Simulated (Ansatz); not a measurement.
# LiZnF3 (model cell, started as cubic perovskite with Zn in the octahedra): a soft mode frozen in, part 3 of 3

Which phase does LiZnF3 (model cell, started as cubic perovskite with Zn in the octahedra) fall into along its unstable mode, and how much energy does it gain?

Ansatz 0.2.0; DFT PBEsol, scalar-relativistic, plane waves, PAW; PAW set soft_1.

So far. Step 5 (Energy along the mode, all amplitudes (two of the runs …): The lowest of the steps tried is the last one, at 0.6 Å, 50.2 meV/atom below the parent; the bottom of the well need not coincide with a step. Step 7 (The new phase in its own primitive cell): The largest force component left is 0.56 meV/Å and the pressure is 0.002 GPa, within the tolerances set. The cell now holds 12.87 Å³/atom. The relaxed cell has a = 4.034, c = 3.954 Å (conventional setting).

The structure was built from a prototype and need not be the compound's stable phase.

### 8. Modes of the new phase, k-mesh 6×6×6

A relaxed structure may still be a saddle point, so its zone-centre modes are computed. The response to a homogeneous field gives the Born charges and the dielectric tensor.

Input file input.yaml:

```yaml
crystal:
  lattice:
    - [4.0341215793, 0.0, 0.0]
    - [0.0, 4.0341215793, 0.0]
    - [0.0, 0.0, 3.954287898]
  atoms:
    - { symbol: Li, position: [0.0, 0.0, 0.6841113602] }
    - { symbol: Zn, position: [0.5, 0.5, 0.5295397438] }
    - { symbol: F, position: [0.5, 0.0, 0.5790955284] }
    - { symbol: F, position: [0.5, 0.5, 0.041898662] }
    - { symbol: F, position: [0.0, 0.5, 0.5790955284] }
kpoints:
  mp_grid: { grid: [6, 6, 6] }
hamiltonian:
  xc: pbesol
  pseudopotentials: { kind: paw, azcp: { folder: soft_1 }, xc_functional: pbe }
scf:
  occupations: { method: fixed }
output:
  eigenvalues: true
phonons:
  method: dfpt
  dielectric: true
  rigid_motions: translations
```

Run with:

```
> ansatz run input.yaml --threads 4 --pin off --max-ram 16384MiB --backend cpu --events-out ev --progress --plain --runs-dir out
```

Numbers of over 12 decimals in the logs are rounded to 6 here.

What it wrote:

```text
[...]
Crystal: 5 atoms, lattice volume = 64.353 Å³
Basis set: ecut = 420 eV, 1261 PW (Γ), exchange–correlation on 54×54×54 points (8 copies of the dense FFT grid, shifted against one another)
Bands: 23, of which v1, the nominal top of the filled ones, is band 18 counted from 1 (17 counted from 0)
Symmetry: 8 space group operations
k-points: 112 of 216 (irreducible under 1 space group operation, time reversal used)
[...]
SCF iter   1: F=—  HF=-5893.632916 eV  |F-HF|=—  |Δ(HF+E_count)|=         —  Δρ=1.78e-1  dr2=1.23e1  ethr=3.10e-3  ⟨swp⟩=4.2  Hψ=12193  notcnv=0  defer=324
[...]
SCF iter  13: F=-5888.941951 eV  HF=-5888.941951 eV  |F-HF|=1.00e-11  |Δ(HF+E_count)|=  4.53e-10  Δρ=2.77e-7  dr2=3.57e-11  ethr=1.00e-12  ⟨swp⟩=12.5  Hψ=16459  notcnv=0
SCF 1 converged in 13 iterations: F = -5888.941951 eV  dr2 = 3.57e-11
[...]
DFPT response loops at Γ: preconditioner auto → none (the input reference at scf.mixing.eps_inf says where Resta's filter doesn't serve); β = 0.50; Broyden in place of MSR1
SCF converged after 13 iterations
Free energy (F): -5888.941951 eV
[...]
Internal energy: -5888.941951 eV  (E = F + TS)
E sigma→0 (E₀):  -5888.941951 eV
Fermi energy:    1.919673 eV
[...]
--- Band table (eV; the first three rows and the last of 112) ---
  k-point 0: bands = [... 14 lower, -0.5481, -0.2566, 0.2801, 0.2801, 5.2809, 9.7460, 13.4350, 14.1798, ... 1 higher]
  k-point 1: bands = [... 14 lower, -0.5785, -0.0777, 0.3475, 0.3475, 5.8220, 9.7808, 13.2203, 14.2449, ... 1 higher]
  k-point 2: bands = [... 14 lower, -0.6367, 0.2153, 0.4729, 0.4729, 7.0798, 9.5368, 13.1984, 14.4550, ... 1 higher]
  k-point 111: bands = [... 14 lower, 0.6410, 0.6410, 1.3234, 1.9197, 9.1143, 10.8683, 10.8683, 11.6489, ... 1 higher]
--- Phonons (Γ-DFPT): 9 representative perturbations + reference, on 112 of 216 k-points (Σ response iterations 31) ---
  k mesh reduced under 1 symmetry operation, with k and −k counted as one. Each operation leaves every solved perturbation unchanged. A smaller set is not considered because the run solves the response to a homogeneous field
  ASR residual: 3.181e-4 → 0.000e0 eV/Å²; symmetrization residual: 1.854e-6 eV/Å²
  ASR residual per site (eV/Å²): 2.88e-4 3.18e-4 2.94e-4 1.81e-4 2.94e-4
[...]
ε∞ (high-frequency dielectric tensor):
        2.182362    -0.000000     0.000000
       -0.000000     2.182362    -0.000000
        0.000000    -0.000000     2.185838
  ε⁰ (static dielectric tensor: ions relaxed, cell fixed):
       13.640897     0.000000     0.000000
        0.000000    13.640897     0.000000
        0.000000     0.000000     6.407062
  ε⁰ − ε∞ (ionic part):
       11.458535     0.000000     0.000000
        0.000000    11.458535     0.000000
        0.000000     0.000000     4.221224
  softest optical mode at Γ: 101.66 cm⁻¹; the repairs (sum rule, projections) moved no ω² at Γ by more than (3.52 cm⁻¹)²
  Born effective charges Z* (e; rows j = field, columns β = displacement):
    site 0:
         1.19134    0.00000    0.00000
         0.00000    1.19134    0.00000
         0.00000    0.00000    0.85593
    site 1:
         2.19535   -0.00000    0.00000
        -0.00000    2.19535   -0.00000
         0.00000   -0.00000    2.32658
    site 2:
        -0.93755   -0.00000   -0.00000
        -0.00000   -1.69192   -0.00000
        -0.00000   -0.00000   -0.70853
    site 3:
        -0.75722    0.00000   -0.00000
         0.00000   -0.75722    0.00000
        -0.00000    0.00000   -1.76546
    site 4:
        -1.69192   -0.00000   -0.00000
        -0.00000   -0.93755   -0.00000
        -0.00000   -0.00000   -0.70853
  Z* charge neutrality: 4.346e-5 e pre-enforcement
  k-mesh period / interband length: 23.7 Å / 1.05 Å = 22.51 at k = (0.0000, 0.0000, 0.0000), direct gap 5.001 eV — 14 or more, which is no proof of convergence
  optical modes at Γ without the LO–TO term, one row a degenerate level:
      ω (cm⁻¹)  modes    IR ((D/Å)²/amu)
        101.66      2             1.5979
        111.61      1             0.0596
        159.30      2            11.5843
        159.73      1             0.0000
        224.64      1             5.3128
        261.96      2             2.8981
        435.78      2             7.2371
        479.54      1             3.9774
  optical modes at Γ + LO–TO along q̂ = [1.0000, 0.0000, 0.0000]:
      ω (cm⁻¹)  modes    IR ((D/Å)²/amu)
        101.66      1             0.7989
        108.71      1             0.0110
        111.61      1             0.0596
        159.30      1             5.7922
        159.73      1             0.0000
        224.64      1             5.3128
        236.51      1             0.2746
        261.96      1             1.4490
[...]
optical modes at Γ + LO–TO along q̂ = [0.0000, 1.0000, 0.0000]:
      ω (cm⁻¹)  modes    IR ((D/Å)²/amu)
[...]
331.89      1             1.8889
        435.78      1             3.6186
        479.54      1             3.9774
        541.65      1             9.4842
  optical modes at Γ + LO–TO along q̂ = [0.0000, 0.0000, 1.0000]:
      ω (cm⁻¹)  modes    IR ((D/Å)²/amu)
        101.66      2             1.5979
        112.79      1             0.0051
        159.30      2            11.5843
        159.73      1             0.0000
        261.96      2             2.8981
        324.25      1             2.1327
        435.78      2             7.2371
        562.84      1             7.2120
```

Elapsed: 43 s, on 4 threads of Intel Xeon Platinum 8375C at 2.90GHz (Ice Lake), shared host; peak memory 0.98 GiB.

Numbers from this step:

| Quantity | Value |
| --- | --- |
| sum-rule residual before enforcement | 3.18e-4 eV/Å² |
| miss of the charge sum rule | 4.35e-5 e |
| point group | 4mm |
| highest optical mode at the zone centre (no LO-TO term) | 479.5 cm⁻¹ |
| lowest optical zone-centre mode | 101.7 cm⁻¹ |
| mean high-frequency dielectric constant | 2.184 |
| largest Born charge (third of the trace) | 2.239 e |
| mean static dielectric constant | 11.23 |
| top of the zone-centre spectrum with the field | 562.8 cm⁻¹ |

Without the LO-TO term. Patterns of degenerate modes are one choice out of their space. Modes at Γ, with each element's share of the kinetic energy:

```csv
mode,frequency (cm⁻¹),symmetry,Li %,Zn %,F %
1,0.0,acoustic,5,51,44
2,0.0,acoustic,5,51,44
3,0.0,acoustic,5,51,44
4,101.7,E,4,2,94
5,101.7,E,4,2,94
6,111.6,A1,55,25,20
7,159.3,E,12,21,67
8,159.3,E,12,21,67
9,159.7,B1,0,0,100
10,224.6,A1,39,12,49
11,262.0,E,78,17,4
12,262.0,E,78,17,4
13,435.8,E,0,9,91
14,435.8,E,0,9,91
15,479.5,A1,0,12,88
```

Displacements in mode 4 (101.7 cm⁻¹), the largest set to 1:
```
Li1  0.01 -0.39  0.00
Zn2  0.00 -0.10  0.00
F3   0.01  0.03  0.00
F4  -0.02  1.00  0.00
F5   0.00 -0.55  0.00
```

Displacements in mode 11 (262.0 cm⁻¹), the largest set to 1:
```
Li1  0.01  1.00  0.00
Zn2  0.00 -0.15  0.00
F3   0.00 -0.02  0.00
F4   0.00  0.12  0.00
F5   0.00  0.06  0.00
```

Optical modes at the zone centre, without and with the macroscopic field of the longitudinal modes; each column is sorted by frequency, so a row need not hold one and the same mode. Modes with and without the field, by row:

```csv
rank among optical modes,no field (cm⁻¹),"q along (1, 0, 0) (cm⁻¹)","q along (0, 0, 1) (cm⁻¹)"
1,101.7,101.7,101.7
2,101.7,108.7,101.7
3,111.6,111.6,112.8
4,159.3,159.3,159.3
5,159.3,159.7,159.3
6,159.7,224.6,159.7
7,224.6,236.5,262
8,262,262,262
9,262,331.9,324.2
10,435.8,435.8,435.8
11,435.8,479.5,435.8
12,479.5,541.6,562.8
```

Born charge (rows field, columns displacement) (e), principal values of the symmetric part by kind of site:

```csv
atom,atoms with these values,low,middle,high,mean
Li1,1,0.86,1.19,1.19,1.08
Zn2,1,2.20,2.20,2.33,2.24
F3,2,-1.69,-0.94,-0.71,-1.11
F4,1,-1.77,-0.76,-0.76,-1.09
```

In full for F4:

```
-0.76  0.00  0.00
 0.00 -0.76  0.00
 0.00  0.00 -1.77
```

High-frequency dielectric tensor:

```
2.18 0.00 0.00
0.00 2.18 0.00
0.00 0.00 2.19
```

Static dielectric tensor (ions relaxed, fixed cell):

```
13.64  0.00  0.00
 0.00 13.64  0.00
 0.00  0.00  6.41
```

Transverse modes. Infrared lines, with heights relative to the strongest:

```csv
position (cm⁻¹),relative intensity
102,14
112,0.5
159,100
160,0.0
225,46
262,25
436,62
480,34
```

Before it was imposed, the acoustic sum rule was missed by 3.2e-4 eV/Å² and the charge sum rule by 4.3e-5 e. Small misses are needed for a sound result but don't prove that mesh and cutoff are converged. The lowest optical mode is real, 102 cm⁻¹.

### 9. What came out

```
unstable mode of the parent                                                      : q = (0, 0, 0), 231i cm⁻¹
depth at the lowest point sampled                                                : 50.2 meV/atom
largest atomic shift at that point                                               : 0.6 Å
space group reached (within 0.01 Å)                                              : P4mm
energy gained over the parent (first relaxation, on the mesh of the frozen mode) : 100 meV/atom
volume per atom, phase reached                                                   : 12.9 Å³
gap on the k-mesh, phase reached                                                 : 3.36 eV
lowest optical zone-centre mode, phase reached                                   : 102 cm⁻¹
highest optical mode at the zone centre (no LO-TO term), phase reached           : 480 cm⁻¹
```

In words: Along this mode the structure falls into P4mm, 100 meV/atom below the parent. At the parent's cell the well is 50.21 meV/atom deep on the steps tried, with its lowest point at a shift of 0.6 Å. That is the last step tried, so the steps alone don't bracket the bottom of the well. Relaxing atoms and cell changes the gain by +49.95 meV/atom against the lowest step (energies at zero smearing). The new phase has no imaginary mode at the zone centre of its cell; other wavevectors were not checked. Of the 6 patterns followed to their end from this parent, this one ends 91.7 meV/atom above the lowest, Imma. Each path keeps the symmetry of its pattern, so a lower phase may lie along a pattern not tried. The PAW files were made for PBE and serve the other functionals too. The starting cell was built on a prototype and not taken from a measurement, so the phase need not exist.

[Logs are printed without paths, hosts, clocks, repeated set-up lines and the standing remarks that a program may print on its own settings, such as how far it seeks lower states.]

[Hosts, paths, dates, database ids (printed as entryN), source tags and the programs' standing remarks are cut or masked in the printed files.]
